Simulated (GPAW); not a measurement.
# Fe2 Ta1 Fe2 001: which magnetic order is lowest

A self-consistent run ends on one state, which hangs on the start. Several orders of Fe2 Ta1 Fe2 001 are started in GPAW and their energies compared.

Program: GPAW 26.7.0. Level of theory: PBE; plane waves with GPAW's PAW setups, scalar-relativistic. Results are calculated unless marked as measured.

### 1. Starting point

The cell holds 5 atoms: 4 Fe and 1 Ta. Cell: a = 3.303 Å, b = 3.303 Å, c = 16.895 Å, α = 90.0°, β = 90.0°, γ = 90.0°. ideal sites on the substrate's mesh, layer spacings from atomic volumes, unrelaxed, 12 A of vacuum. Vacuum lies along c.

### 2. Run 1 (ferro ++++)

The parallel start comes first: it fits the smallest cell, keeps the most symmetry and shows whether parallel moments form.

order1.py reads:

```python
import json
import numpy as np
from ase import Atoms
from ase.parallel import paropen, parprint
from gpaw import GPAW

atoms = Atoms(['Fe', 'Fe', 'Ta', 'Fe', 'Fe'],
    cell=[[3.303, 0.0, 0.0],
         [0.0, 3.303, 0.0],
         [0.0, 0.0, 16.894678]],
    scaled_positions=[[0.0, 0.0, 0.355141],
         [0.5, 0.5, 0.419161],
         [0.0, 0.0, 0.5],
         [0.5, 0.5, 0.580839],
         [0.0, 0.0, 0.644859]],
    pbc=True,
    magmoms=[2.6, 2.6, 0.0, 2.6, 2.6])
atoms.calc = GPAW(mode={'name': 'pw', 'ecut': 450},
    xc='PBE',
    kpts={'size': (20, 20, 1), 'gamma': True},
    occupations={'name': 'fermi-dirac', 'width': 0.05},
    convergence={'density': 1e-05, 'energy': 1e-05},
    maxiter=200,
    mixer={'name': 'pulay', 'beta': 0.03, 'nmaxold': 8, 'weight': 100},
    symmetry={'tolerance': 1e-4},
    txt='order1.txt')
e = atoms.get_potential_energy(force_consistent=True)
res = {'free_energy': e, 'energy_sigma0': atoms.get_potential_energy(), 'fermi_energy': atoms.calc.get_fermi_level()}
res['moments'] = atoms.get_magnetic_moments().tolist()
res['total'] = atoms.get_magnetic_moment()
parprint('site moments (muB):', np.round(res['moments'], 3))
parprint(f"total moment: {res['total']:.3f} muB")
parprint(f'free energy: {e:.6f} eV')
atoms.calc.write('order1.gpw')
with paropen('results.json', 'w') as f:
    json.dump(res, f)
```

Run with:

```bash
OMP_NUM_THREADS=1 mpirun -n 4 gpaw python order1.py > order1.log
```

Numbers of over 12 decimals in the logs are rounded to 6 here.

The log of the run:

```text
site moments (muB): [ 2.713  2.176 -0.516  2.176  2.713]
total moment: 9.383 muB
free energy: -42.296508 eV

--- order1.txt ---
Input parameters:
  mode=PW(ecut=450),
  convergence={'density': 1e-05, 'energy': 1e-05},
  kpts=MonkhorstPack(size=(20, 20, 1), gamma=True),
  maxiter=200,
  mixer=Pulay(name='pulay', nmaxold=8, beta=0.03, weight=100, sigma=0.015, g_ss=None),
  occupations=Occupations(name='fermi-dirac', width=0.05),
  symmetry=Symmetry(tolerance=0.0001),
  xc=XC(name='PBE')

Diagonalizing LCAO Hamiltonian
Converting LCAO to pw mode
   .-------.
  /|       |
 * |       |
 | |       |
 | |       |
 | |       |
 | |       |
 | |       |
 | |       |
 Fe|       |
 | |  Fe   |
 | |       |
 | |       |
 Ta|  Fe   |
 | |       |
 | |       |
 Fe|       |
 | |       |
 | |       |
 | |       |
 | |       |
 | .-------.
 |/       /
 *-------*

Atoms  # Å, Bohr magnetons
|   | symbol |        x |        y |         z |    initial magnetic moments |
|---|--------|----------|----------|-----------|-----------------------------|
| 0 |     Fe | 0.000000 | 0.000000 |  5.999993 | ( 0.0000,  0.0000,  2.6000) |
| 1 |     Fe | 1.651500 | 1.651500 |  7.081590 | ( 0.0000,  0.0000,  2.6000) |
| 2 |     Ta | 0.000000 | 0.000000 |  8.447339 | ( 0.0000,  0.0000,  0.0000) |
| 3 |     Fe | 1.651500 | 1.651500 |  9.813088 | ( 0.0000,  0.0000,  2.6000) |
| 4 |     Fe | 0.000000 | 0.000000 | 10.894685 | ( 0.0000,  0.0000,  2.6000) |

Unit cell  # Å
| periodic |        x |        y |         z |   lengths |    angles |
|----------|----------|----------|-----------|-----------|-----------|
|      yes | 3.303000 | 0.000000 |  0.000000 |  3.303000 | 90.000000 |
|      yes | 0.000000 | 3.303000 |  0.000000 |  3.303000 | 90.000000 |
|      yes | 0.000000 | 0.000000 | 16.894678 | 16.894678 | 90.000000 |

Number of symmetries: 16

BZ-sampling:
  Number of BZ points: 400
  Number of IBZ points: 66

  Monkhorst-Pack size: [20, 20, 1]
  Monkhorst-Pack shift: [0.025, 0.025, 0.0]

K-points  # in reciprocal-cell coordinates
|     |                                coordinates |     weight |
|-----|--------------------------------------------|------------|
|   0 | ( -0.00000000,  -0.00000000,   0.00000000) | 0.00250000 |
|   1 | (  0.05000000,  -0.00000000,   0.00000000) | 0.01000000 |
|   2 | (  0.05000000,   0.05000000,   0.00000000) | 0.01000000 |
|   3 | (  0.10000000,  -0.00000000,   0.00000000) | 0.01000000 |
|   4 | (  0.10000000,   0.05000000,   0.00000000) | 0.02000000 |
|   5 | (  0.10000000,   0.10000000,   0.00000000) | 0.01000000 |
|   6 | (  0.15000000,  -0.00000000,   0.00000000) | 0.01000000 |
|   7 | (  0.15000000,   0.05000000,   0.00000000) | 0.02000000 |
|   8 | (  0.15000000,   0.10000000,   0.00000000) | 0.02000000 |
|   9 | (  0.15000000,   0.15000000,   0.00000000) | 0.01000000 |
| ... |                                            |            |
|  65 | (  0.50000000,   0.50000000,   0.00000000) | 0.00250000 |

Plane wave coefficients: 4028
Cutoff: 450.000000 eV

Spin-components: 2 (collinear spins)
Bands:           38
Projectors:      30
Spin-degeneracy: 1
Datatype:        complex128

Parallelization:
  kpt:    4
  domain: 1
  band:   1

Density:
  Valence electrons: 45.0
  Components: 2
  Grid points: [18 18 84]
  Charge: 0.0  # |e|

Potential:
  Grid points: [18 18 84]

species:
  Fe:
    name:    Iron
    Z:       26.0
    valence: 8
    core:    18
    charge:  0.0  # [|e|]
    compensation charges:
      type: gauss
      rc: 0.33  # [Å]
      lmax: 2
    cutoffs:
      filter: 2.06  # [Å]
      core: 2.67  # [Å]
    projectors
    | kind |    occ | energy [eV] | rcut [Å] |
    |------|--------|-------------|----------|
    |   4s |  2.000 |      -5.291 |    1.164 |
    |   4p |  0.000 |      -1.326 |    1.058 |
    |   3d |  6.000 |      -7.505 |    1.058 |
    |    s |        |      21.920 |    1.164 |
    |    p |        |      25.885 |    1.058 |
    |    d |        |      19.706 |    1.058 |

    Using partial waves for Fe as LCAO basis

  Ta:
    name:    Tantalum
    Z:       73.0
    valence: 13
    core:    60
    charge:  0.0  # [|e|]
    compensation charges:
      type: gauss
      rc: 0.42  # [Å]
      lmax: 2
    cutoffs:
      filter: 2.36  # [Å]
      core: 3.45  # [Å]
    projectors
    | kind |    occ | energy [eV] | rcut [Å] |
    |------|--------|-------------|----------|
    |   5s |  2.000 |     -72.790 |    1.365 |
    |   6s |  2.000 |      -5.429 |    1.365 |
    |   5p |  6.000 |     -39.427 |    1.349 |
    |   6p |  0.000 |      -1.396 |    1.349 |
    |   5d |  3.000 |      -3.603 |    1.307 |
    |    d |        |      23.609 |    1.307 |

    Using partial waves for Ta as LCAO basis

Reference energy: -562650.259801  # eV

eigensolver:
  PPCG
  Converge bands: occupied
  niter=2

density mixing:
  Pulay-Mixer
  Linear mixing parameters: 0.03
  Old densities: 8
  Fourier metric: weight=100, sigma=0.015

occupation numbers:
  Fermi-Dirac:
    width: 0.0500  # eV

poisson solver:
  ecut: 3600.000000  # eV

xc functional:
  name: PBE with 2 nearest neighbor stencil

convergence criteria:
- Maximum integral of absolute [dens]ity change: 1e-05 electrons / valence electron
- Maximum [total energy] change in last 3 cyles: 1e-05 eV / valence electron
- Maximum integral of absolute [eigenst]ate change: 4e-08 eV^2 / valence electron
maximum number of iterations: 200

SCF iterations
|iter     |      energy | eigst |  dens |  magmom |
|---------|-------------|-------|-------|---------|
|iter:   1|       0s |  -44.110857 | +0.27 |       | +10.4184|
|iter:   2|       7s |  -43.612743 | -1.46 | -0.82 | +10.3869|
|iter:   3|      13s |  -43.234560 | -2.19 | -0.91 | +10.3509|
|iter:   4|      19s |  -42.104526 | -0.83 | -0.95 | +10.1039|
|iter:   5|      26s |  -42.145516 | -1.79 | -1.15 | +10.1174|
|iter:   6|      32s |  -42.263465 | -1.11 | -1.13 |  +9.7658|
|iter:   7|      39s |  -42.560756 | -1.76 | -1.33 |  +9.6705|
|iter:   8|      45s |  -42.239025 | -1.90 | -1.23 |  +9.7041|
|iter:   9|      51s |  -42.181517 | -2.52 | -1.38 |  +9.7276|
|iter:  10|      58s |  -42.220339 | -2.45 | -1.42 |  +9.5808|
[... 21 iterations left out ...]
|iter:  32|     187s |  -42.278815c| -8.68c| -4.26 |  +9.3821|
|iter:  33|     190s |  -42.278815c| -8.67c| -4.25 |  +9.3821|
|iter:  34|     196s |  -42.278816c| -7.63c| -4.26 |  +9.3827|
|iter:  35|     199s |  -42.278816c| -8.06c| -4.54 |  +9.3828|
|iter:  36|     202s |  -42.278816c| -8.63c| -4.65 |  +9.3829|
|iter:  37|     205s |  -42.278816c| -8.80c| -4.69 |  +9.3830|
|iter:  38|     208s |  -42.278816c| -8.61c| -4.76 |  +9.3831|
|iter:  39|     211s |  -42.278816c| -8.71c| -4.87 |  +9.3831|
|iter:  40|     214s |  -42.278816c| -8.88c| -4.91 |  +9.3831|
|iter:  41|     218s |  -42.278816c| -9.33c| -5.01c|  +9.3832|

Converged in 41 steps
Energy contributions relative to reference atoms: (reference = -562650.259801)

Energy contributions:
  Kinetic:          37.397311
  Coulomb:         -33.954369
  Zero:              0.244424
  External:          0.000000
  Xc:              -45.948490
  Entropy:          -0.035383
  Spinorbit:         0.000000
  ----------------------------
  Free energy:     -42.296508
  Extrapolated:    -42.278816

dipole moment: (-27.895880, -27.895880, -0.000344)  # |e|*Ang

Total magnetic moment: (0.000000, 0.000000, 9.383161)

Local magnetic moments
|        x |        y |         z |
|----------|----------|-----------|
| 0.000000 | 0.000000 |  2.712548 |  # Fe   0
| 0.000000 | 0.000000 |  2.176057 |  # Fe   1
| 0.000000 | 0.000000 | -0.516400 |  # Ta   2
| 0.000000 | 0.000000 |  2.176057 |  # Fe   3
| 0.000000 | 0.000000 |  2.712548 |  # Fe   4

Fermi level: 1.282
Eigenvalues  # (at kpt = [-0.000, -0.000, 0.000])
| band index |      eig [eV] | occ [0-1] |      eig [eV] | occ [0-1] |
|------------|---------------|-----------|---------------|-----------|
|          0 |       -66.185 |     1.000 |       -66.405 |     1.000 |
|        ... |               |           |               |           |
|         14 |        -1.202 |     1.000 |         0.742 |     1.000 |
|         15 |        -1.009 |     1.000 |         1.152 |     0.932 |
|         16 |        -1.009 |     1.000 |         1.152 |     0.932 |
|         17 |        -0.813 |     1.000 |         1.307 |     0.381 |
|         18 |        -0.601 |     1.000 |         1.337 |     0.250 |
|         19 |        -0.553 |     1.000 |         1.499 |     0.013 |
|         20 |        -0.553 |     1.000 |         1.680 |     0.000 |
|         21 |        -0.334 |     1.000 |         1.680 |     0.000 |
|         22 |        -0.275 |     1.000 |         1.870 |     0.000 |
|         23 |        -0.203 |     1.000 |         1.870 |     0.000 |
|         24 |        -0.203 |     1.000 |         2.508 |     0.000 |
|         25 |         0.441 |     1.000 |         2.628 |     0.000 |
|         26 |         0.675 |     1.000 |         2.908 |     0.000 |
|         27 |         1.909 |     0.000 |         3.279 |     0.000 |
|         28 |         2.473 |     0.000 |         3.501 |     0.000 |
|         29 |         2.688 |     0.000 |         3.958 |     0.000 |
|        ... |               |           |               |           |
|         37 |         8.183 |     0.000 |         8.548 |     0.000 |

No gap
No difference between direct/indirect transitions
```

Wall time 3.8 min (4 MPI ranks of Intel Xeon at 2.60GHz (Ice Lake), shared host); peak memory 1.2 GiB.

Spin moment in the augmentation sphere by atom:

| atom | spin moment in the augmentation sphere (μB) |
| --- | --- |
| Fe1 | 2.71 |
| Fe2 | 2.18 |
| Ta3 | -0.52 |
| Fe4 | 2.18 |
| Fe5 | 2.71 |

Numbers from this step:

```yaml
magnetization: 9.383 μB
final_state: ferromagnetic
```

After 41 cycles the largest moment stands at 2.71 μB.

### 3. Run 2 (antiferro ++--)

Another pattern of signs weighs the neighbour shells otherwise.

order2.py is the script of step 2 with these lines changed:

```diff
@@ -16,3 +16,3 @@
     pbc=True,
-    magmoms=[2.6, 2.6, 0.0, 2.6, 2.6])
+    magmoms=[2.6, 2.6, 0.0, -2.6, -2.6])
 atoms.calc = GPAW(mode={'name': 'pw', 'ecut': 450},
@@ -25,3 +25,3 @@
     symmetry={'tolerance': 1e-4},
-    txt='order1.txt')
+    txt='order2.txt')
 e = atoms.get_potential_energy(force_consistent=True)
@@ -33,3 +33,3 @@
 parprint(f'free energy: {e:.6f} eV')
-atoms.calc.write('order1.gpw')
+atoms.calc.write('order2.gpw')
 with paropen('results.json', 'w') as f:
```

Run with:

```bash
OMP_NUM_THREADS=1 mpirun -n 4 gpaw python order2.py > order2.log
```

The log of the run:

```text
site moments (muB): [ 2.729  1.998  0.    -1.998 -2.729]
total moment: -0.000 muB
free energy: -42.095233 eV

--- order2.txt ---
Input parameters:
  mode=PW(ecut=450),
  convergence={'density': 1e-05, 'energy': 1e-05},
  kpts=MonkhorstPack(size=(20, 20, 1), gamma=True),
  maxiter=200,
  mixer=Pulay(name='pulay', nmaxold=8, beta=0.03, weight=100, sigma=0.015, g_ss=None),
  occupations=Occupations(name='fermi-dirac', width=0.05),
  symmetry=Symmetry(tolerance=0.0001),
  xc=XC(name='PBE')

Diagonalizing LCAO Hamiltonian
Converting LCAO to pw mode
   .-------.
  /|       |
 * |       |
 | |       |
 | |       |
 | |       |
 | |       |
 | |       |
 | |       |
 Fe|       |
 | |  Fe   |
 | |       |
 | |       |
 Ta|  Fe   |
 | |       |
 | |       |
 Fe|       |
 | |       |
 | |       |
 | |       |
 | |       |
 | .-------.
 |/       /
 *-------*

Atoms  # Å, Bohr magnetons
|   | symbol |        x |        y |         z |    initial magnetic moments |
|---|--------|----------|----------|-----------|-----------------------------|
| 0 |     Fe | 0.000000 | 0.000000 |  5.999993 | ( 0.0000,  0.0000,  2.6000) |
| 1 |     Fe | 1.651500 | 1.651500 |  7.081590 | ( 0.0000,  0.0000,  2.6000) |
| 2 |     Ta | 0.000000 | 0.000000 |  8.447339 | ( 0.0000,  0.0000,  0.0000) |
| 3 |     Fe | 1.651500 | 1.651500 |  9.813088 | ( 0.0000,  0.0000, -2.6000) |
| 4 |     Fe | 0.000000 | 0.000000 | 10.894685 | ( 0.0000,  0.0000, -2.6000) |

Unit cell  # Å
| periodic |        x |        y |         z |   lengths |    angles |
|----------|----------|----------|-----------|-----------|-----------|
|      yes | 3.303000 | 0.000000 |  0.000000 |  3.303000 | 90.000000 |
|      yes | 0.000000 | 3.303000 |  0.000000 |  3.303000 | 90.000000 |
|      yes | 0.000000 | 0.000000 | 16.894678 | 16.894678 | 90.000000 |

Number of symmetries: 8

BZ-sampling:
  Number of BZ points: 400
  Number of IBZ points: 66

  Monkhorst-Pack size: [20, 20, 1]
  Monkhorst-Pack shift: [0.025, 0.025, 0.0]

Plane wave coefficients: 4028
Cutoff: 450.000000 eV

Spin-components: 2 (collinear spins)
Bands:           31
Projectors:      30
Spin-degeneracy: 1
Datatype:        complex128

Parallelization:
  kpt:    4
  domain: 1
  band:   1

Density:
  Valence electrons: 45.0
  Components: 2
  Grid points: [18 18 84]
  Charge: 0.0  # |e|

Potential:
  Grid points: [18 18 84]

[... setups left out ...]
Reference energy: -562650.259801  # eV

eigensolver:
  PPCG
  Converge bands: occupied
  niter=2

density mixing:
  Pulay-Mixer
  Linear mixing parameters: 0.03
  Old densities: 8
  Fourier metric: weight=100, sigma=0.015

occupation numbers:
  Fermi-Dirac:
    width: 0.0500  # eV

poisson solver:
  ecut: 3600.000000  # eV

xc functional:
  name: PBE with 2 nearest neighbor stencil

convergence criteria:
- Maximum integral of absolute [dens]ity change: 1e-05 electrons / valence electron
- Maximum [total energy] change in last 3 cyles: 1e-05 eV / valence electron
- Maximum integral of absolute [eigenst]ate change: 4e-08 eV^2 / valence electron
maximum number of iterations: 200

SCF iterations
|iter     |      energy | eigst |  dens |  magmom |
|---------|-------------|-------|-------|---------|
|iter:   1|       0s |  -43.813513 | +0.28 |       |  +0.0000|
|iter:   2|       5s |  -43.301610 | -1.27 | -0.84 |  -0.0000|
|iter:   3|      11s |  -42.912259 | -1.85 | -0.93 |  +0.0000|
|iter:   4|      16s |  -41.858677 | -0.60 | -0.97 |  -0.0000|
|iter:   5|      21s |  -41.839495 | -1.97 | -1.17 |  +0.0000|
|iter:   6|      26s |  -42.264765 | -0.62 | -1.21 |  -0.0000|
|iter:   7|      31s |  -42.145202 | -1.90 | -1.26 |  +0.0000|
|iter:   8|      36s |  -41.942977 | -1.84 | -1.31 |  -0.0000|
|iter:   9|      41s |  -41.938246 | -3.52 | -1.44 |  +0.0000|
|iter:  10|      46s |  -42.082392 | -2.10 | -1.45 |  -0.0000|
[... 40 iterations left out ...]
|iter:  51|     230s |  -42.067879c| -8.36c| -4.56 |  -0.0000|
|iter:  52|     232s |  -42.067879c| -8.39c| -4.59 |  -0.0000|
|iter:  53|     234s |  -42.067880c| -8.12c| -4.65 |  -0.0000|
|iter:  54|     237s |  -42.067881c| -8.54c| -4.78 |  -0.0000|
|iter:  55|     239s |  -42.067881c| -8.46c| -4.79 |  -0.0000|
|iter:  56|     242s |  -42.067882c| -8.13c| -4.82 |  -0.0000|
|iter:  57|     244s |  -42.067881c| -8.48c| -4.98 |  -0.0000|
|iter:  58|     247s |  -42.067881c| -8.76c| -4.99 |  -0.0000|
|iter:  59|     249s |  -42.067880c| -8.99c| -4.99 |  -0.0000|
|iter:  60|     251s |  -42.067881c| -8.74c| -5.01c|  -0.0000|

Converged in 60 steps
Energy contributions relative to reference atoms: (reference = -562650.259801)

Energy contributions:
  Kinetic:          36.479003
  Coulomb:         -33.152394
  Zero:              0.246556
  External:          0.000000
  Xc:              -45.613695
  Entropy:          -0.054703
  Spinorbit:         0.000000
  ----------------------------
  Free energy:     -42.095233
  Extrapolated:    -42.067881

dipole moment: (-27.905168, -27.905168, -0.000344)  # |e|*Ang

Total magnetic moment: (0.000000, 0.000000, -0.000000)

Local magnetic moments
|        x |        y |         z |
|----------|----------|-----------|
| 0.000000 | 0.000000 |  2.729113 |  # Fe   0
| 0.000000 | 0.000000 |  1.998337 |  # Fe   1
| 0.000000 | 0.000000 |  0.000000 |  # Ta   2
| 0.000000 | 0.000000 | -1.998337 |  # Fe   3
| 0.000000 | 0.000000 | -2.729114 |  # Fe   4

Fermi level: 1.249
Eigenvalues  # (at kpt = [-0.000, -0.000, 0.000])
| band index |      eig [eV] | occ [0-1] |      eig [eV] | occ [0-1] |
|------------|---------------|-----------|---------------|-----------|
|          0 |       -66.354 |     1.000 |       -66.354 |     1.000 |
|        ... |               |           |               |           |
|         14 |        -0.363 |     1.000 |        -0.363 |     1.000 |
|         15 |        -0.332 |     1.000 |        -0.332 |     1.000 |
|         16 |        -0.332 |     1.000 |        -0.332 |     1.000 |
|         17 |        -0.225 |     1.000 |        -0.225 |     1.000 |
|         18 |         0.221 |     1.000 |         0.221 |     1.000 |
|         19 |         0.582 |     1.000 |         0.582 |     1.000 |
|         20 |         1.075 |     0.970 |         1.075 |     0.970 |
|         21 |         1.075 |     0.970 |         1.075 |     0.970 |
|         22 |         1.331 |     0.162 |         1.331 |     0.162 |
|         23 |         1.343 |     0.131 |         1.343 |     0.131 |
|         24 |         1.343 |     0.131 |         1.343 |     0.131 |
|         25 |         1.393 |     0.053 |         1.393 |     0.053 |
|         26 |         2.572 |     0.000 |         2.572 |     0.000 |
|         27 |         2.583 |     0.000 |         2.583 |     0.000 |
|         28 |         3.075 |     0.000 |         3.075 |     0.000 |
|         29 |         3.613 |     0.000 |         3.613 |     0.000 |
|         30 |         3.629 |     0.000 |         3.629 |     0.000 |

No gap
No difference between direct/indirect transitions
```

Wall time 4.4 min (4 MPI ranks); peak memory 1.2 GiB; 17 min of CPU time.

Spin moment in the augmentation sphere by atom:

| atom | spin moment in the augmentation sphere (μB) |
| --- | --- |
| Fe1 | 2.73 |
| Fe2 | 2.00 |
| Ta3 | 0.00 |
| Fe4 | -2.00 |
| Fe5 | -2.73 |

Read from the output:

| Item | Value |
| --- | --- |
| magnetization | 0 μB |
| final state | antiferromagnetic |

It lies 50.3 meV a seeded atom over the first start, and its largest moment is 2.73 μB against 2.71 μB.

### 4. Ranking

These are free energies at a smearing of 0.05 eV, so its entropy term is in the differences. They are divided by the number of seeded atoms, so that cells of unlike size compare.

Orders:

| start | final state | typed order kept | energy over the lowest (meV a seeded atom) | largest site moment (μB) | net moment (μB a primitive cell) | mesh matched | CPU time (s) |
| --- | --- | --- | --- | --- | --- | --- | --- |
| ferro ++++ | ferromagnetic | yes | 0 | 2.713 | 9.383 | yes | 919.4 |
| antiferro ++-- | antiferromagnetic | yes | 50.32 | 2.729 | 0 | yes | 1046 |

### 5. Summary of results

```json
{"lowest state found": "ferromagnetic (typed ferro ++++)", "largest site moment": "2.71 μB", "next state": "antiferromagnetic, 50.3 meV a seeded atom higher"}
```

The lowest state found is ferromagnetic, reached from the start ferro ++++, with moments up to 2.71 μB. The next state costs 50 meV a seeded atom. This is the lowest of 2 finished starts, no proof of the ground state.

[Logs and program files are shortened in this print: banners, set-up blocks, solver, clock and traceback lines can be left out without a mark of their own.]

[Logs are printed without paths, hosts, clocks, repeated set-up lines and the standing remarks that a program may print on its own settings, such as how far it seeks lower states.]

[Hosts, paths, dates, database ids (printed as entryN), source tags and the programs' standing remarks are cut or masked in the printed files.]

[Where a cell is said to come from a database of computed structures, the database is the Materials Project.]
